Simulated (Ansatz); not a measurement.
Rows from a G0W0 calculation on Bi2Te2Pb2S3 (P-3m1) (Ansatz 0.2.0; G0W0 on PBE with a share 0.75 of exact exchange, plane waves, PAW; PAW set soft_1; 6×6×2 mesh, 1000 empty bands, screening to 140 eV, PAW set soft_1 files), in eV. Spin-orbit coupling is left out.

```
row  k  band   start       Σx  Σc at the solution      Vxc
  A  Γ    v1   6.492  -16.083               0.314  -16.834
  B  Γ    c3  11.298   -8.835              -3.013  -10.870
  C  Γ    v3   5.145  -15.659               0.752  -16.248
  D  Γ    c1  10.174   -7.975              -3.098  -10.083
  E  Γ    v2   5.421  -16.704               0.622  -17.340
  F  Γ    c2  11.107   -8.681              -3.179  -10.800
```

**Question.** Give the quasiparticle energies and the shift of each level.

The quasiparticle equation reads E = start + Σx + Σc(E) − Vxc.

```
row  E (eV)  shift (eV)
  A   7.557      +1.065
  B  10.319      −0.979
  C   6.485      +1.340
  D   9.184      −0.990
  E   6.680      +1.259
  F  10.047      −1.060
```

The gap over the computed points goes from 3.68 eV to 1.63 eV.

Limits: not at the basis limit; no spin-orbit coupling.

[Paths, hosts, dates, memory and timing lines, banners, echoed tables and standing remarks are left out of the program output.]

[Logs are printed without paths, hosts, clocks, repeated set-up lines and the standing remarks that a program may print on its own settings, such as how far it seeks lower states.]

[Runs of the session that timed out or met a known fault of the program may be left out.]

[Cells called generated may have been cut or substituted from an entry of the Crystallography Open Database or the Materials Project.]

[Hosts, paths, dates, database ids (printed as entryN), source tags and the programs' standing remarks are cut or masked in the printed files.]
